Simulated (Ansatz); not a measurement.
# Sc on Mo(110): change of the work function, part 2 of 5

How does Sc on the longbridge site change the work function of Mo(110) as the layer fills?

Ansatz 0.2.0; plane-wave DFT, PBE, Ansatz PAW (the session's first sound run).

So far, work function, upper face (eV): step 2 (the clean slab) 4.60.

## (3) Adsorbate added, k-mesh 4×4×1, coverage 0.111 ML

System of this step: Sc/Mo(110). The cell holds 37 atoms: 36 Mo and 1 Sc. Its edges and angles: a = 8.184 Å, b = 8.184 Å, c = 27.639 Å, α = 90.0°, β = 90.0°, γ = 70.5°. Vacuum lies along c.

The clean slab as it ended is repeated in the plane and the adsorbate is set on one face; the cell's size fixes the coverage, and the k-mesh shrinks with it to keep the sampling density about even. Adsorbate and upper layers relax, since the dipole depends on the height.

input.yaml

```yaml
crystal:
  lattice:
    - [6.6821590821, -4.725, 0.0]
    - [6.6821590821, 4.725, 0.0]
    - [0.0, 0.0, 27.6386145372]
  atoms:
    - { symbol: Mo, position: [0.0, 0.0, 0.325631373] }
    - { symbol: Mo, position: [0.1666666667, 0.1666666667, 0.4062210262] }
    - { symbol: Mo, position: [0.0, 0.0, 0.4876151117] }
    - { symbol: Mo, position: [0.1666666667, 0.1666666667, 0.5652655937] }
    - { symbol: Mo, position: [0.0, 0.3333333333, 0.325631373] }
    - { symbol: Mo, position: [0.1666666667, 0.5, 0.4062210262] }
    - { symbol: Mo, position: [0.0, 0.3333333333, 0.4876151117] }
    - { symbol: Mo, position: [0.1666666667, 0.5, 0.5652655937] }
    - { symbol: Mo, position: [0.0, 0.6666666667, 0.325631373] }
    - { symbol: Mo, position: [0.1666666667, 0.8333333333, 0.4062210262] }
    - { symbol: Mo, position: [0.0, 0.6666666667, 0.4876151117] }
    - { symbol: Mo, position: [0.1666666667, 0.8333333333, 0.5652655937] }
    - { symbol: Mo, position: [0.3333333333, 0.0, 0.325631373] }
    - { symbol: Mo, position: [0.5, 0.1666666667, 0.4062210262] }
    - { symbol: Mo, position: [0.3333333333, 0.0, 0.4876151117] }
    - { symbol: Mo, position: [0.5, 0.1666666667, 0.5652655937] }
    - { symbol: Mo, position: [0.3333333333, 0.3333333333, 0.325631373] }
    - { symbol: Mo, position: [0.5, 0.5, 0.4062210262] }
    - { symbol: Mo, position: [0.3333333333, 0.3333333333, 0.4876151117] }
    - { symbol: Mo, position: [0.5, 0.5, 0.5652655937] }
    - { symbol: Mo, position: [0.3333333333, 0.6666666667, 0.325631373] }
    - { symbol: Mo, position: [0.5, 0.8333333333, 0.4062210262] }
    - { symbol: Mo, position: [0.3333333333, 0.6666666667, 0.4876151117] }
    - { symbol: Mo, position: [0.5, 0.8333333333, 0.5652655937] }
    - { symbol: Mo, position: [0.6666666667, 0.0, 0.325631373] }
    - { symbol: Mo, position: [0.8333333333, 0.1666666667, 0.4062210262] }
    - { symbol: Mo, position: [0.6666666667, 0.0, 0.4876151117] }
    - { symbol: Mo, position: [0.8333333333, 0.1666666667, 0.5652655937] }
    - { symbol: Mo, position: [0.6666666667, 0.3333333333, 0.325631373] }
    - { symbol: Mo, position: [0.8333333333, 0.5, 0.4062210262] }
    - { symbol: Mo, position: [0.6666666667, 0.3333333333, 0.4876151117] }
    - { symbol: Mo, position: [0.8333333333, 0.5, 0.5652655937] }
    - { symbol: Mo, position: [0.6666666667, 0.6666666667, 0.325631373] }
    - { symbol: Mo, position: [0.8333333333, 0.8333333333, 0.4062210262] }
    - { symbol: Mo, position: [0.6666666667, 0.6666666667, 0.4876151117] }
    - { symbol: Mo, position: [0.8333333333, 0.8333333333, 0.5652655937] }
    - { symbol: Sc, position: [0.0, 0.0, 0.674368627] }
kpoints:
  mp_grid: { grid: [4, 4, 1] }
hamiltonian:
  xc: pbe
scf:
  occupations: { method: fermi_dirac, width: 0.1 }
  convergence: { dr2_threshold: 1.0e-08 }
efield:
  axis: 3
  dipole_correction: true
  ramp_position: 0.97
  ramp_width: 0.06
relax:
  f_tol: 0.02
  max_steps: 60
  constraints:
    - { sites: [0, 1, 4, 5, 8, 9, 12, 13, 16, 17, 20, 21, 24, 25, 28, 29, 32, 33] }
output:
  bader: true
  write_potential: true
  write_density: true
  volumetric_format: npy
```

The run is started by

```
$ ansatz run input.yaml --threads 4 --pin off --max-ram 12288MiB --backend cpu --events-out ev --progress --plain --runs-dir out
```

Numbers of over 12 decimals in the logs are rounded to 6 here.

The program printed:

```text
[...]
Crystal: 37 atoms, lattice volume = 1745.279 Å³
Basis set: ecut = 420 eV, 34145 PW (Γ), exchange–correlation on 120×120×384 points (8 copies of the dense FFT grid, shifted against one another)
Bands: 309, of which v1, the nominal top of the filled ones, is band 258 counted from 1 (257 counted from 0)
Symmetry: 4 space group operations
[...]
k-points: 7 of 16
[...]
SCF iter   1: F=—  HF=-180529.506286 eV  |F-HF|=—  |Δ(HF+E_count)|=         —  Δρ=5.64e-3  dr2=3.91e0  ethr=1.77e-3  p=0.644 e·Å  D=6.68e-2 V/Å  ΔV_dip=-1.85 eV  dr2_dipole=1.70e0  V_vac-E_F(+/−)=3.04/4.89 eV  ⟨swp⟩=10.6  Hψ=11168  notcnv=0
[...]
SCF iter  11: F=-180529.452031 eV  HF=-180529.452031 eV  |F-HF|=1.75e-9  |Δ(HF+E_count)|=   1.25e-8  Δρ=1.63e-7  dr2=1.25e-9  ethr=1.94e-12  p=0.586 e·Å  D=6.08e-2 V/Å  ΔV_dip=-1.68 eV  dr2_dipole=7.59e-11  V_vac-E_F(+/−)=2.98/4.65 eV  ⟨swp⟩=10.7  Hψ=14957  notcnv=0
SCF 1 converged in 11 iterations: F = -180529.452031 eV  dr2 = 1.25e-9
[...]
relax step   1: F+E_penalty+E_count = -180529.45203112 eV  Δ(F+E_penalty+E_count) = +0.000e0 eV  max|allowed force component| = 2.624e0 eV/Å  Δτ_max = 0.0000 Å  (11 SCF iters, accepted)
[...]
SCF iter  10: F=-180530.109857 eV  HF=-180530.109857 eV  |F-HF|=1.72e-9  |Δ(HF+E_count)|=   4.94e-8  Δρ=3.38e-7  dr2=6.23e-9  ethr=1.94e-12  p=0.605 e·Å  D=6.27e-2 V/Å  ΔV_dip=-1.73 eV  dr2_dipole=1.35e-10  V_vac-E_F(+/−)=2.92/4.65 eV  ⟨swp⟩=11.3  Hψ=15284  notcnv=0
SCF 2 converged in 10 iterations: F = -180530.109857 eV  dr2 = 6.23e-9
relax step   2: F+E_penalty+E_count = -180530.10985738 eV  Δ(F+E_penalty+E_count) = -6.578e-1 eV  max|allowed force component| = 2.684e0 eV/Å  Δτ_max = 0.1987 Å  (10 SCF iters, accepted)
SCF iter   1: F=—  HF=-180530.710258 eV  |F-HF|=—  |Δ(HF+E_count)|=         —  Δρ=3.78e-3  dr2=1.23e0  ethr=1.21e-3  p=0.605 e·Å  D=6.27e-2 V/Å  ΔV_dip=-1.73 eV  dr2_dipole=3.06e-1  V_vac-E_F(+/−)=2.94/4.67 eV  ⟨swp⟩=4.9  Hψ=3857  notcnv=0
[...]
SCF iter  10: F=-180530.659649 eV  HF=-180530.659649 eV  |F-HF|=4.05e-9  |Δ(HF+E_count)|=   3.71e-8  Δρ=3.35e-7  dr2=4.64e-9  ethr=1.94e-12  p=0.596 e·Å  D=6.18e-2 V/Å  ΔV_dip=-1.71 eV  dr2_dipole=1.04e-10  V_vac-E_F(+/−)=2.94/4.65 eV  ⟨swp⟩=11.0  Hψ=15425  notcnv=0
SCF 3 converged in 10 iterations: F = -180530.659649 eV  dr2 = 4.64e-9
relax step   3: F+E_penalty+E_count = -180530.65964865 eV  Δ(F+E_penalty+E_count) = -5.498e-1 eV  max|allowed force component| = 2.286e0 eV/Å  Δτ_max = 0.1950 Å  (10 SCF iters, accepted)
[...]
relax step   4: F+E_penalty+E_count = -180531.04277995 eV  Δ(F+E_penalty+E_count) = -3.831e-1 eV  max|allowed force component| = 1.334e0 eV/Å  Δτ_max = 0.1944 Å  (10 SCF iters, accepted)
[...]
relax step   5: F+E_penalty+E_count = -180531.20504156 eV  Δ(F+E_penalty+E_count) = -1.623e-1 eV  max|allowed force component| = 4.548e-1 eV/Å  Δτ_max = 0.2000 Å  (10 SCF iters, accepted)
[...]
relax step   6: F+E_penalty+E_count = -180531.22943167 eV  Δ(F+E_penalty+E_count) = -2.439e-2 eV  max|allowed force component| = 2.805e-1 eV/Å  Δτ_max = 0.0799 Å  (9 SCF iters, accepted)
[...]
relax step   7: F+E_penalty+E_count = -180531.23438871 eV  Δ(F+E_penalty+E_count) = -4.957e-3 eV  max|allowed force component| = 1.609e-1 eV/Å  Δτ_max = 0.0422 Å  (9 SCF iters, accepted)
[...]
relax step   8: F+E_penalty+E_count = -180531.23966713 eV  Δ(F+E_penalty+E_count) = -5.278e-3 eV  max|allowed force component| = 3.405e-2 eV/Å  Δτ_max = 0.0230 Å  (8 SCF iters, accepted)
SCF iter   1: F=—  HF=-180531.236964 eV  |F-HF|=—  |Δ(HF+E_count)|=         —  Δρ=1.77e-4  dr2=5.27e-4  ethr=2.29e-6  p=0.505 e·Å  D=5.23e-2 V/Å  ΔV_dip=-1.45 eV  dr2_dipole=3.28e-6  V_vac-E_F(+/−)=3.21/4.66 eV  ⟨swp⟩=2.0  Hψ=3367  notcnv=0
[...]
SCF iter   7: F=-180531.239893 eV  HF=-180531.239893 eV  |F-HF|=3.14e-9  |Δ(HF+E_count)|=   2.56e-8  Δρ=2.36e-7  dr2=1.81e-9  ethr=1.94e-12  p=0.504 e·Å  D=5.23e-2 V/Å  ΔV_dip=-1.45 eV  dr2_dipole=5.16e-12  V_vac-E_F(+/−)=3.21/4.66 eV  ⟨swp⟩=10.4  Hψ=13907  notcnv=0
SCF 9 converged in 7 iterations: F = -180531.239893 eV  dr2 = 1.81e-9
relax step   9: F+E_penalty+E_count = -180531.23989323 eV  Δ(F+E_penalty+E_count) = -2.261e-4 eV  max|allowed force component| = 1.136e-2 eV/Å  Δτ_max = 0.0064 Å  (7 SCF iters, accepted)
NSCF: frozen V_eff on 7 k-points
[...]
SCF converged after 7 iterations
Free energy (F): -180531.239893 eV
[...]
Internal energy: -180530.157899 eV  (E = F + TS)
E sigma→0 (E₀):  -180530.698896 eV
Entropy (-TS):   -1.081994 eV (-29.243 meV/atom)
Fermi energy:    4.400504 eV
Dipole field:    D = 0.052288 V/Å  (p = 0.504323 e·Å, saw-weighted, corrected)
Work function:   Φ+ = 3.2143 eV   Φ− = 4.6595 eV
[...]
--- Forces (eV/Å), atoms counted from 1 ---
  atom   1  Mo     0.00000000     0.00000000     0.51210796
  atom   2  Mo     0.03175154     0.00000000    -0.51099824
  atom   3  Mo     0.00000000     0.00000000     0.00019892
  atom   4  Mo    -0.00110353     0.00000000    -0.00613966
  atom   5  Mo    -0.00747490    -0.00483357     0.50910244
  atom   6  Mo     0.00687930     0.01420214    -0.49876412
  atom   7  Mo     0.00081694    -0.00248903     0.00164149
  atom   8  Mo    -0.00254303     0.00467328     0.00085692
  atom   9  Mo     0.00747490     0.00483357     0.50910244
  atom  10  Mo     0.00000000    -0.00755196    -0.53093163
  atom  11  Mo    -0.00081694     0.00248903     0.00164149
  atom  12  Mo     0.00000000    -0.00192180     0.00588122
  atom  13  Mo    -0.00747490     0.00483357     0.50910244
  atom  14  Mo     0.00687930    -0.01420214    -0.49876412
  atom  15  Mo     0.00081694     0.00248903     0.00164149
  atom  16  Mo    -0.00254303    -0.00467328     0.00085692
  atom  17  Mo     0.02804822     0.00000000     0.51661101
  atom  18  Mo     0.00000000     0.00000000    -0.52209758
  atom  19  Mo     0.00132840     0.00000000    -0.00275189
  atom  20  Mo     0.00000000     0.00000000    -0.01135654
  atom  21  Mo     0.00000000     0.03121717     0.51110684
  atom  22  Mo    -0.00687930     0.01420214    -0.49876412
  atom  23  Mo     0.00000000    -0.00049125     0.00299457
  atom  24  Mo     0.00254303     0.00467328     0.00085692
  atom  25  Mo     0.00747490    -0.00483357     0.50910244
  atom  26  Mo     0.00000000     0.00755196    -0.53093163
  atom  27  Mo    -0.00081694    -0.00248903     0.00164149
  atom  28  Mo     0.00000000     0.00192180     0.00588122
  atom  29  Mo     0.00000000    -0.03121717     0.51110684
  atom  30  Mo    -0.00687930    -0.01420214    -0.49876412
  atom  31  Mo     0.00000000     0.00049125     0.00299457
  atom  32  Mo     0.00254303    -0.00467328     0.00085692
  atom  33  Mo    -0.02804822     0.00000000     0.51661101
  atom  34  Mo    -0.03175154     0.00000000    -0.51099824
  atom  35  Mo    -0.00132840     0.00000000    -0.00275189
  atom  36  Mo     0.00110353     0.00000000    -0.00613966
  atom  37  Sc     0.00000000     0.00000000    -0.00174637
  max |Σ_I F_I| component: 2.24e-6 eV/Å
--- Band table (eV; the first three rows and the last of 7) ---
  k-point 0: bands = [... 254 lower, 4.2213, 4.4557, 4.4754, 4.7097, 4.7276, 4.7487, 4.9351, 4.9524, ... 47 higher]
  k-point 1: bands = [... 254 lower, 4.3461, 4.4086, 4.5574, 4.6142, 4.6498, 4.7147, 4.7613, 4.8258, ... 47 higher]
  k-point 2: bands = [... 254 lower, 4.2481, 4.3369, 4.4351, 4.4392, 4.4664, 4.5015, 4.6897, 4.7110, ... 47 higher]
  k-point 6: bands = [... 254 lower, 3.9237, 3.9722, 3.9987, 4.0267, 4.0744, 4.1095, 4.2190, 4.2380, ... 47 higher]
--- Relaxed structure (9 steps of the walk, 9 accepted, 0 SCFs on fresh bases) ---
  F+E_penalty+E_count = -180531.23989323 eV   max|allowed force component| = 1.136e-2 eV/Å
  atoms:
    - { symbol: Mo, position: [0.0, 0.0, 0.325631] }
    - { symbol: Mo, position: [0.1666666667, 0.1666666667, 0.4062210262] }
    - { symbol: Mo, position: [0.0, 0.0, 0.486490] }
    - { symbol: Mo, position: [0.165375, 0.165375, 0.567039] }
    - { symbol: Mo, position: [2.7755575615628914e-17, 0.333333, 0.325631] }
    - { symbol: Mo, position: [0.166667, 0.5, 0.4062210262] }
    - { symbol: Mo, position: [-0.000149638, 0.334925, 0.487295] }
    - { symbol: Mo, position: [0.164260, 0.498744, 0.566492] }
    - { symbol: Mo, position: [0.0, 0.6666666667, 0.325631] }
    - { symbol: Mo, position: [0.166667, 0.8333333333, 0.4062210262] }
    - { symbol: Mo, position: [0.000149638, 0.665075, 0.487295] }
    - { symbol: Mo, position: [0.168825, 0.831175, 0.565098] }
    - { symbol: Mo, position: [0.333333, 2.7755575615628914e-17, 0.325631] }
    - { symbol: Mo, position: [0.5, 0.166667, 0.4062210262] }
    - { symbol: Mo, position: [0.334925, -0.000149638, 0.487295] }
    - { symbol: Mo, position: [0.498744, 0.164260, 0.566492] }
    - { symbol: Mo, position: [0.333333, 0.333333, 0.325631] }
    - { symbol: Mo, position: [0.5, 0.5, 0.4062210262] }
    - { symbol: Mo, position: [0.332860, 0.332860, 0.487894] }
    - { symbol: Mo, position: [0.5, 0.5, 0.564928] }
    - { symbol: Mo, position: [0.3333333333, 0.666667, 0.325631] }
    - { symbol: Mo, position: [0.500000, 0.833333, 0.4062210262] }
    - { symbol: Mo, position: [0.334326, 0.665674, 0.487433] }
    - { symbol: Mo, position: [0.501256, 0.835740, 0.566492] }
    - { symbol: Mo, position: [0.6666666667, 0.0, 0.325631] }
    - { symbol: Mo, position: [0.8333333333, 0.166667, 0.4062210262] }
    - { symbol: Mo, position: [0.665075, 0.000149638, 0.487295] }
    - { symbol: Mo, position: [0.831175, 0.168825, 0.565098] }
    - { symbol: Mo, position: [0.666667, 0.3333333333, 0.325631] }
    - { symbol: Mo, position: [0.833333, 0.500000, 0.4062210262] }
    - { symbol: Mo, position: [0.665674, 0.334326, 0.487433] }
    - { symbol: Mo, position: [0.835740, 0.501256, 0.566492] }
    - { symbol: Mo, position: [0.6666666667, 0.6666666667, 0.325631] }
    - { symbol: Mo, position: [0.8333333333, 0.8333333333, 0.4062210262] }
    - { symbol: Mo, position: [0.667140, 0.667140, 0.487894] }
    - { symbol: Mo, position: [0.834625, 0.834625, 0.567039] }
    - { symbol: Sc, position: [0.0, 0.0, 0.643431] }
--- Bader charges: 37 sites ---
  site symbol  charge [e]  shift [e]
     0     Mo     -0.0526     0.0000
     1     Mo      0.0508     0.0000
     2     Mo      0.0389     0.0000
     3     Mo     -0.1800     0.0000
     4     Mo     -0.0536     0.0000
     5     Mo      0.0497     0.0000
     6     Mo      0.0476     0.0000
     7     Mo     -0.0702     0.0000
     8     Mo     -0.0536     0.0000
     9     Mo      0.0501     0.0000
    10     Mo      0.0476     0.0000
    11     Mo     -0.3484     0.0001
    12     Mo     -0.0536     0.0000
    13     Mo      0.0498     0.0000
    14     Mo      0.0476     0.0000
    15     Mo     -0.0702     0.0000
    16     Mo     -0.0547     0.0000
    17     Mo      0.0384     0.0000
    18     Mo      0.0572     0.0000
    19     Mo     -0.0668     0.0000
    20     Mo     -0.0524     0.0000
    21     Mo      0.0497     0.0000
    22     Mo      0.0606     0.0000
    23     Mo     -0.0702     0.0000
    24     Mo     -0.0536     0.0000
    25     Mo      0.0501     0.0000
    26     Mo      0.0476     0.0000
    27     Mo     -0.3484     0.0001
    28     Mo     -0.0524     0.0000
    29     Mo      0.0497     0.0000
    30     Mo      0.0607     0.0000
    31     Mo     -0.0702     0.0000
    32     Mo     -0.0547     0.0000
    33     Mo      0.0508     0.0000
    34     Mo      0.0573     0.0000
    35     Mo     -0.1800     0.0000
    36     Sc      0.9814     0.0001
  estimated error of the sums over rays = 8.0e-4 e
```

Run time: 27 min. Hardware: 4 threads of Arm Neoverse V1, shared host; peak memory 9.8 GiB; 1.8 h of CPU time.

Step by step:

| step | energy less that of the first step (eV) | largest force component (eV/Å) |
| --- | --- | --- |
| 1 | 0.0000 | 2.6240 |
| 2 | -0.6578 | 2.6835 |
| 3 | -1.2076 | 2.2864 |
| 4 | -1.5907 | 1.3342 |
| 5 | -1.7530 | 0.4548 |
| 6 | -1.7774 | 0.2805 |
| 7 | -1.7824 | 0.1609 |
| 8 | -1.7876 | 0.0341 |
| 9 | -1.7879 | 0.0114 |

Forces are held to the 4 operations that the run works with; a distortion that breaks them can't arise in this run.

The atoms that moved most (Å):

| atom | dx | dy | dz | length |
| --- | --- | --- | --- | --- |
| Sc37 | 0.000 | 0.000 | -0.855 | 0.855 |
| Mo36 | 0.017 | 0.000 | 0.049 | 0.052 |
| Mo4 | -0.017 | 0.000 | 0.049 | 0.052 |
| Mo8 | -0.024 | 0.005 | 0.034 | 0.042 |
| Mo16 | -0.024 | -0.005 | 0.034 | 0.042 |
| Mo32 | 0.024 | -0.005 | 0.034 | 0.042 |
| Mo24 | 0.024 | 0.005 | 0.034 | 0.042 |
| Mo3 | 0.000 | 0.000 | -0.031 | 0.031 |

The relaxed structure:

```cif
data_structure
_symmetry_space_group_name_H-M 'P 1'
_symmetry_Int_Tables_number 1
_cell_length_a 8.1839
_cell_length_b 8.1839
_cell_length_c 27.6386
_cell_angle_alpha 90.000
_cell_angle_beta 90.000
_cell_angle_gamma 70.529
_cell_volume 1745.28
loop_
_atom_site_label
_atom_site_type_symbol
_atom_site_fract_x
_atom_site_fract_y
_atom_site_fract_z
_atom_site_occupancy
Mo1 Mo 0.00000 0.00000 0.32563 1
Mo2 Mo 0.16667 0.16667 0.40622 1
Mo3 Mo 0.00000 0.00000 0.48649 1
Mo4 Mo 0.16537 0.16537 0.56704 1
Mo5 Mo 0.00000 0.33333 0.32563 1
Mo6 Mo 0.16667 0.50000 0.40622 1
Mo7 Mo 0.99985 0.33493 0.48729 1
Mo8 Mo 0.16426 0.49874 0.56649 1
Mo9 Mo 0.00000 0.66667 0.32563 1
Mo10 Mo 0.16667 0.83333 0.40622 1
Mo11 Mo 0.00015 0.66507 0.48729 1
Mo12 Mo 0.16882 0.83118 0.56510 1
Mo13 Mo 0.33333 0.00000 0.32563 1
Mo14 Mo 0.50000 0.16667 0.40622 1
Mo15 Mo 0.33493 0.99985 0.48729 1
Mo16 Mo 0.49874 0.16426 0.56649 1
Mo17 Mo 0.33333 0.33333 0.32563 1
Mo18 Mo 0.50000 0.50000 0.40622 1
Mo19 Mo 0.33286 0.33286 0.48789 1
Mo20 Mo 0.50000 0.50000 0.56493 1
Mo21 Mo 0.33333 0.66667 0.32563 1
Mo22 Mo 0.50000 0.83333 0.40622 1
Mo23 Mo 0.33433 0.66567 0.48743 1
Mo24 Mo 0.50126 0.83574 0.56649 1
Mo25 Mo 0.66667 0.00000 0.32563 1
Mo26 Mo 0.83333 0.16667 0.40622 1
Mo27 Mo 0.66507 0.00015 0.48729 1
Mo28 Mo 0.83118 0.16882 0.56510 1
Mo29 Mo 0.66667 0.33333 0.32563 1
Mo30 Mo 0.83333 0.50000 0.40622 1
Mo31 Mo 0.66567 0.33433 0.48743 1
Mo32 Mo 0.83574 0.50126 0.56649 1
Mo33 Mo 0.66667 0.66667 0.32563 1
Mo34 Mo 0.83333 0.83333 0.40622 1
Mo35 Mo 0.66714 0.66714 0.48789 1
Mo36 Mo 0.83463 0.83463 0.56704 1
Sc37 Sc 0.00000 0.00000 0.64343 1
```

This step gave:

```
energy at zero smearing        : -180530.6989 eV
work function, upper face      : 3.214 eV
work function, lower face      : 4.659 eV
dipole along the normal        : 0.5043 e·Å
step between the vacuum levels : -1.445 eV
```

Running mean over 2.227 Å of the planar mean; the ramp of the sawtooth is left out. Electron's electrostatic potential energy less the Fermi level against z:

| z (Å) | electron's electrostatic potential energy less the Fermi level (eV) |
| --- | --- |
| 3.5 | 4.66 |
| 4.0 | 4.66 |
| 4.5 | 4.66 |
| 5.0 | 4.65 |
| 5.5 | 4.62 |
| 6.0 | 4.52 |
| 6.5 | 4.20 |
| 7.0 | 3.16 |
| 7.5 | -0.138 |
| 8.0 | -5.99 |
| 8.5 | -10.8 |
| 9.0 | -12.4 |
| 9.5 | -12.6 |
| 10.0 | -12.7 |
| 10.5 | -12.8 |
| 11.0 | -12.9 |
| 11.5 | -12.9 |
| 12.0 | -12.8 |
| 12.5 | -12.7 |
| 13.0 | -12.8 |
| 13.5 | -12.9 |
| 14.0 | -13.2 |
| 14.5 | -13.3 |
| 15.0 | -13.1 |
| 15.5 | -12.6 |
| 16.0 | -11.7 |
| 16.5 | -8.19 |
| 17.0 | -2.86 |
| 17.5 | 0.828 |
| 18.0 | 1.96 |
| 18.5 | 2.30 |
| 19.0 | 2.69 |
| 19.5 | 3.01 |
| 20.0 | 3.14 |
| 20.5 | 3.19 |
| 21.0 | 3.21 |
| 21.5 | 3.21 |
| 22.0 | 3.21 |
| 22.5 | 3.21 |
| 23.0 | 3.21 |
| 23.5 | 3.21 |
| 24.0 | 3.21 |

The relaxation took 9 steps and lowered the energy by 1.8 eV; the largest force on the free atoms ends at 0.011 eV/Å.

The covered face has 3.21 eV, -1.38 eV against the clean one; the bare back face has moved by -0.04 eV, a measure of how thin the slab is.

(Part 2 of 5 ends here.)

[Logs are printed without paths, hosts, clocks, repeated set-up lines and the standing remarks that a program may print on its own settings, such as how far it seeks lower states.]

[Hosts, paths, dates, database ids (printed as entryN), source tags and the programs' standing remarks are cut or masked in the printed files.]

[Maps of the electrostatic potential energy from Ansatz leave out the sawtooth potential of an applied field or a dipole correction, so their vacuum need not be flat; planar profiles and work functions include it.]
